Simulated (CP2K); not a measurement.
Borylacetylene has these distinct C atoms: C2 (bonded to B and C) and C3 (bonded to C and H).

```xyz
6

B    -1.1308    0.0656   -0.0825
C     0.3609   -0.0253    0.0217
C     1.5780   -0.0935    0.1130
H    -1.8221   -0.5990    0.6329
H    -1.6307    0.8040   -0.8800
H     2.6447   -0.1517    0.1948
```

Their partial C K spectra (CP2K XAS_TDP, all-electron GAPW, PBEh(45%), aug-cc-pVTZ, TDA, GW2X-corrected core level, no relativity) are given in random order, each times the number of alike atoms.

Gaussian full width 0.5 eV, oscillator strength per eV, alike atoms added, rows of zeros left out:

```
E (eV)  curve 1  curve 2
283.50    0.006    0.000
283.75    0.048    0.001
284.00    0.095    0.010
284.25    0.048    0.020
284.50    0.006    0.010
284.75    0.000    0.001
285.00    0.000    0.002
285.25    0.000    0.025
285.50    0.000    0.090
285.75    0.002    0.081
286.00    0.026    0.018
286.25    0.081    0.001
286.50    0.062    0.000
286.75    0.012    0.000
287.00    0.001    0.001
287.25    0.000    0.018
287.50    0.000    0.073
287.75    0.000    0.073
288.00    0.000    0.018
288.25    0.003    0.001
288.50    0.014    0.000
288.75    0.014    0.000
289.00    0.006    0.000
289.25    0.008    0.002
289.50    0.009    0.002
289.75    0.009    0.003
290.00    0.011    0.006
290.25    0.018    0.005
290.50    0.027    0.003
290.75    0.019    0.003
291.00    0.010    0.006
291.25    0.003    0.009
291.50    0.001    0.012
291.75    0.004    0.015
292.00    0.007    0.012
292.25    0.004    0.004
292.50    0.001    0.001
292.75    0.001    0.004
293.00    0.001    0.008
293.25    0.001    0.019
293.50    0.002    0.025
293.75    0.003    0.017
294.00    0.004    0.007
294.25    0.004    0.002
294.50    0.004    0.004
294.75    0.014    0.006
295.00    0.032    0.006
295.25    0.024    0.012
295.50    0.009    0.010
```

Q: Which curve belongs to which atom?

Curve 1: C3 (bonded to C and H), leading line at 284.00 eV (f = 0.051 an atom), ionisation energy 290.76 eV, term value 6.76 eV. Curve 2: C2 (bonded to B and C), leading line at 285.61 eV (f = 0.054 an atom), ionisation energy 290.32 eV, term value 4.71 eV. The leading line of an atom is its first one with 35 % of the strongest within 2.5 eV of its lowest line over the strength cut. A line lies at the core ionisation energy, which rises as an atom loses charge to its neighbours or to a π system, less the term value, which is large for a low π* or σ* orbital with weight on that atom.

[Banner, clock and machine lines of the logs are left out without a mark of their own.]

[Logs are printed without paths, hosts, clocks, repeated set-up lines and the standing remarks that a program may print on its own settings, such as how far it seeks lower states.]

[Hosts, paths, dates, database ids (printed as entryN), source tags and the programs' standing remarks are cut or masked in the printed files.]
